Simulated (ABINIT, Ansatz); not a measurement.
# Al2O3 (Corundum): one start, several treatments of the self-energy, part 2 of 2

Wanted: the gap of Al2O3 (Corundum) under several approximations, with cost.

ABINIT 10.8.3; PBE and many-body steps on it, plane waves. Known limits of the many-body steps: not at the basis limit.

So far. Step 5 (G0W0, Hybertsen-Louie plasmon pole): Against G0W0 in ABINIT (4×4×4 mesh, 127 bands, screening to 141.5 eV, Godby-Needs plasmon pole), the gap moves by +0.110 eV. Step 6 (G0W0, Engel-Farid plasmon pole): Against G0W0 in ABINIT (4×4×4 mesh, 127 bands, screening to 141.5 eV, Godby-Needs plasmon pole), the gap moves by +0.010 eV.

**7. One-shot Hartree-Fock**

This step: one-shot Hartree-Fock on PBE, plane waves, norm-conserving pseudopotentials.

The input, run.abi:

```
acell 3*1.0 Angstrom
rprim 
  2.380249999995 1.374237978213 4.331866666707
  -2.380249999995 1.374237978213 4.331866666707
  -0.000000000000 -2.748475956495 4.331866666685
ntypat 2
znucl 13 8
natom 10
typat 1 1 1 1 2 2 2 2 2 2
xred 
  0.352160000000 0.352160000000 0.352160000000
  0.147840000000 0.147840000000 0.147840000000
  0.647840000000 0.647840000000 0.647840000000
  0.852160000000 0.852160000000 0.852160000000
  0.556680000000 0.943320000000 0.250000000000
  0.250000000000 0.556680000000 0.943320000000
  0.943320000000 0.250000000000 0.556680000000
  0.443320000000 0.056680000000 0.750000000000
  0.750000000000 0.443320000000 0.056680000000
  0.056680000000 0.750000000000 0.443320000000
pp_dirpath "pseudos"
pseudos "Al.upf, O.upf"
ecut 36
ngkpt 4 4 4
nshiftk 1
shiftk 0 0 0
kptopt 1
chksymbreak 0
istwfk *1
occopt 1
irdwfk 1
optdriver 4
nband 28
gwcalctyp 5
ecutsigx 36
symsigma 1
nkptgw 1
kptgw 
  0.0000000000 0.0000000000 0.0000000000
bdgw 
  22 26
ixc_sigma 40
fftgw 31
indata_prefix "in"
outdata_prefix "out"
tmpdata_prefix "tmp"
```

The run is started by

```
OMP_NUM_THREADS=1 mpirun -n 4 abinit run.abi > log
```

Numbers of over 12 decimals in the logs are rounded to 6 here.

Output:

```text
.Version 10.8.3 of ABINIT. v10.8.2 released Aug 2026.

 Symmetries : space group R-3 c (#167); Bravais hR (rhombohedral)
[... echo of the input left out ...]
== DATASET  1 ==================================================================
-   mpi_nproc: 4, omp_nthreads: 1 (-1 if OMP is not activated)

--- !DatasetInfo
iteration_state: {dtset: 1, }
dimensions: {natom: 10, nkpt: 13, mband: 28, nsppol: 1, nspinor: 1, nspden: 1, mpw: 5940, }
cutoff_energies: {ecut:  36.0, pawecutdg:  -1.0, }
[...]
24   5.182 -20.398 -25.833   0.000   1.000   0.000 -25.833  -5.435  -0.253
       25  11.448 -13.779  -8.892   0.000   1.000   0.000  -8.892   4.886  16.334
       26  14.369 -11.424  -6.101   0.000   1.000   0.000  -6.101   5.322  19.691

== END DATASET(S) ==============================================================
================================================================================

 -outvars: echo values of variables after computation  --------
           etotal      0.0000000000E+00
            nband          28
             nkpt          13
          spgroup         167
 [... the other variables as echoed above ...]

 Calculation completed.
```

Wall time 3.5 s (4 MPI ranks of Arm Neoverse V1, shared host); peak memory 1.4 GiB; 13 s of CPU time.

Numbers from this step:

| Item | Value |
| --- | --- |
| quasiparticle gap on the points computed | 16.59 eV |
| starting gap on the mesh | 6.266 eV |
| k of the valence top | 0, 0, 0 |
| k of the conduction bottom | 0, 0, 0 |
| least direct quasiparticle gap on the computed points | 16.59 eV |

Against G0W0 in ABINIT (4×4×4 mesh, 127 bands, screening to 141.5 eV, Godby-Needs plasmon pole), the gap moves by +8.133 eV.

**8. Screening, 4×4×4 mesh, 127 bands, screening to 141.5 eV**

This step: RPA screening on PBE, plane waves, norm-conserving pseudopotentials.

run.abi: that of step 7 with these lines changed.

```diff
@@ -31,14 +31,14 @@
 irdwfk 1
-optdriver 4
-nband 28
-gwcalctyp 5
-ecutsigx 36
-symsigma 1
-nkptgw 1
-kptgw 
-  0.0000000000 0.0000000000 0.0000000000
-bdgw 
-  22 26
-ixc_sigma 40
-fftgw 31
+optdriver 3
+nband 127
+ecuteps 5.2
+inclvkb 2
+awtr 1
+symchi 1
+gwcalctyp 2
+nfreqre 16
+freqremax 40 eV
+nfreqim 8
+spmeth 1
+nomegasf 120
 indata_prefix "in"
```

Output:

```text
.Version 10.8.3 of ABINIT. v10.8.2 released Aug 2026.

 Symmetries : space group R-3 c (#167); Bravais hR (rhombohedral)
[... echo of the input left out ...]
== DATASET  1 ==================================================================
-   mpi_nproc: 4, omp_nthreads: 1 (-1 if OMP is not activated)

--- !DatasetInfo
iteration_state: {dtset: 1, }
dimensions: {natom: 10, nkpt: 13, mband: 127, nsppol: 1, nspinor: 1, nspden: 1, mpw: 5940, }
cutoff_energies: {ecut:  36.0, pawecutdg:  -1.0, }
electrons: {nelect:   4.80000000E+01, charge:   0.00000000E+00, occopt:   1.00000000E+00, tsmear:   1.00000000E-02, }

 SCREENING: Calculation of the susceptibility and dielectric matrices

 Based on a program developped by R.W. Godby, V. Olevano, G. Onida, and L. Reining.
 Incorporated in ABINIT by V. Olevano, G.-M. Rignanese, and M. Torrent.
.Using double precision arithmetic ; gwpc =  8

[... cell and pseudopotentials left out ...]
--------------------------------------------------------------------------------

 ==== K-mesh for the wavefunctions ====
 Number of points in the irreducible wedge :    13
[... list of points left out ...]
 Together with 12 symmetry operations and time-reversal symmetry
 yields    64 points in the full Brillouin Zone.

 ==== Q-mesh for the screening function ====
 Number of points in the irreducible wedge :    13
[... list of points left out ...]
 Together with 12 symmetry operations and time-reversal symmetry
 yields    64 points in the full Brillouin Zone.

 setmesh: FFT mesh size selected  =    40x   40x   40
          total number of points  =        64000

 vcoul_init : cutoff-mode = AUXILIARY_FUNCTION
 q-points for optical limit:   1
     1)      0.000010    0.000020    0.000030

- screening: taking advantage of time-reversal symmetry
- Maximum band index for partially occupied states nbvw = 24
- Remaining bands to be divided among processors   nbcw = 103
- Number of bands treated by each node ~25

 Number of electrons calculated from density =   48.0000; Expected =   48.0000
 average of density, n =  0.083663
 r_s =    1.4184
 omega_plasma =   27.9012 [eV]

 calculating chi0 at frequencies [eV] :
  1    0.000000E+00    0.000000E+00
  2    2.666667E+00    0.000000E+00
  3    5.333333E+00    0.000000E+00
[...]
23    0.000000E+00    7.105944E+01
 24    0.000000E+00    1.000525E+02

--------------------------------------------------------------------------------
  q-point number  1        q = ( 0.000000, 0.000000, 0.000000) [r.l.u.]
--------------------------------------------------------------------------------
[... chi0 elements left out ...]
  [... further frequencies ...]

 No. of calculated frequencies >  15, stop printing
 For q-point:  0.000010 0.000020 0.000030
  dielectric constant =   3.0343
  dielectric constant without local fields =   3.2501

  Average fulfillment of the sum rule on Im[epsilon] for q-point    1 :     56.41  [%]
[... wings left out ...]
  q-point number  2        q = ( 0.250000, 0.000000, 0.000000) [r.l.u.]
--------------------------------------------------------------------------------
[... chi0 elements left out ...]
  [... further frequencies ...]

 No. of calculated frequencies >  15, stop printing
  Average fulfillment of the sum rule on Im[epsilon] for q-point    2 :     67.51  [%]

 [... 11 further q-points ...]
```

Run time: 9.2 min. Hardware: 4 MPI ranks; peak memory 3.8 GiB; 37 min of CPU time.

Numbers from this step:

```
ε∞ with local fields, on this mesh, along the program's q direction : 3.034
the same without local fields                                       : 3.250
plasma frequency                                                    : 27.90 eV
plane waves in the screening matrix                                 : 321
```

**9. G0W0, contour deformation**

This step: G0W0 on PBE, plane waves, norm-conserving pseudopotentials.

run.abi: that of step 8 with these lines changed.

```diff
@@ -31,14 +31,14 @@
 irdwfk 1
-optdriver 3
+optdriver 4
 nband 127
+gwcalctyp 2
+ecutsigx 36
+symsigma 1
+nkptgw 1
+kptgw 
+  0.0000000000 0.0000000000 0.0000000000
+bdgw 
+  22 26
 ecuteps 5.2
-inclvkb 2
-awtr 1
-symchi 1
-gwcalctyp 2
-nfreqre 16
-freqremax 40 eV
-nfreqim 8
-spmeth 1
-nomegasf 120
+irdscr 1
 indata_prefix "in"
```

Output:

```text
.Version 10.8.3 of ABINIT. v10.8.2 released Aug 2026.

 Symmetries : space group R-3 c (#167); Bravais hR (rhombohedral)
[... echo of the input left out ...]
== DATASET  1 ==================================================================
-   mpi_nproc: 4, omp_nthreads: 1 (-1 if OMP is not activated)

--- !DatasetInfo
iteration_state: {dtset: 1, }
dimensions: {natom: 10, nkpt: 13, mband: 127, nsppol: 1, nspinor: 1, nspden: 1, mpw: 5940, }
cutoff_energies: {ecut:  36.0, pawecutdg:  -1.0, }
[...]
23   5.137 -20.467 -25.963   4.389   0.811  -0.233 -21.364  -0.897   4.240
[...]
26  14.369 -11.424  -6.101  -3.762   0.857  -0.167 -10.086   1.337  15.706
       26   0.000   0.000   0.000  -0.000   0.000   0.000  -0.000  -0.000  -0.000

== END DATASET(S) ==============================================================
================================================================================

 -outvars: echo values of variables after computation  --------
           etotal      0.0000000000E+00
            nband         127
             nkpt          13
          spgroup         167
 [... the other variables as echoed above ...]

 Calculation completed.
```

Run time: 11 s. Hardware: 4 MPI ranks; peak memory 2.8 GiB; 42 s of CPU time.

Numbers from this step:

```
G0W0 gap on the points computed              : 8.476 eV
starting gap on the mesh                     : 6.266 eV
k of the valence top                         : 0, 0, 0
k of the conduction bottom                   : 0, 0, 0
least direct G0W0 gap on the computed points : 8.476 eV
```

Against G0W0 in ABINIT (4×4×4 mesh, 127 bands, screening to 141.5 eV, Godby-Needs plasmon pole), the gap moves by +0.022 eV.

**10. Side by side**

Times are wall times on 4 MPI ranks of Arm Neoverse V1, shared host, good to a factor of about two. A run's time includes the screening step that it read.

| run | mesh | bands | screening cutoff (eV) | DFT gap (eV) | gap on the mesh (eV) | direct (eV) | ε∞ used | time |
| --- | --- | --- | --- | --- | --- | --- | --- | --- |
| G0W0, Godby-Needs plasmon pole | 4×4×4 | 127 | 141.5 | 6.266 | 8.454 | 8.454 | 3.03 | 6.6 min |
| G0W0, Hybertsen-Louie plasmon pole | 4×4×4 | 127 | 141.5 | 6.266 | 8.564 | 8.564 | 3.03 | 6.6 min |
| G0W0, Engel-Farid plasmon pole | 4×4×4 | 127 | 141.5 | 6.266 | 8.464 | 8.464 | 3.03 | 6.5 min |
| one-shot Hartree-Fock | 4×4×4 | - | - | 6.266 | 16.587 | 16.587 | - | 3.5 s |
| G0W0, contour deformation | 4×4×4 | 127 | 141.5 | 6.266 | 8.476 | 8.476 | 3.03 | 9.4 min |

**11. Results**

```yaml
g0w0_godby_needs_plasmon_pole: 8.454 eV
g0w0_hybertsen_louie_plasmon_pole: 8.564 eV
g0w0_engel_farid_plasmon_pole: 8.464 eV
one_shot_hartree_fock: 16.587 eV
g0w0_contour_deformation: 8.476 eV
known_limits: not at the basis limit
```

In words: G0W0, Hybertsen-Louie plasmon pole: +0.110 eV against G0W0, Godby-Needs plasmon pole. G0W0, Engel-Farid plasmon pole: +0.010 eV against G0W0, Godby-Needs plasmon pole. One-shot Hartree-Fock: +8.133 eV against G0W0, Godby-Needs plasmon pole. G0W0, contour deformation: +0.022 eV against G0W0, Godby-Needs plasmon pole. Bare exchange alone opens the gap to 16.59 eV; against G0W0, correlation takes back 8.13 eV. Against experiment, by G0W0, Godby-Needs plasmon pole: the gap of 8.45 eV lies −0.25 eV from the measured 8.7 eV (optical, quoted 2018). An exciton line or allowed optical edge lies below the quasiparticle gap by the binding energy; a forbidden edge can push the onset above it. These are gaps on the mesh, at modest bands and cutoff. The calculation has static nuclei and no excitons; a measured gap holds zero-point and thermal motion, which mostly lowers it. Bands and cutoff are finite, so the gap is not at the basis limit. The miss can reach some tenths of an eV and take either sign; the mesh is an error of its own. In the G0W0 runs levels were corrected at 1 k point alone, so a gap called «on the mesh» is the least over those, and an edge elsewhere would be missed.

[Paths, hosts, dates, memory and timing lines, banners, echoed tables and standing remarks are left out of the program output.]

[Logs are printed without paths, hosts, clocks, repeated set-up lines and the standing remarks that a program may print on its own settings, such as how far it seeks lower states.]

[Runs of the session that timed out or met a known fault of the program may be left out.]

[Hosts, paths, dates, database ids (printed as entryN), source tags and the programs' standing remarks are cut or masked in the printed files.]

[G0W0 gaps are taken among the corrected bands and points alone; a level outside them can change the order at an edge.]

[Where Ansatz stands beside ABINIT at settings called matched, ABINIT's density can come from a denser mesh and the files from another edition; pairs whose starting gaps differed by over 0.03 eV were left out, so agreement reads better than it is.]
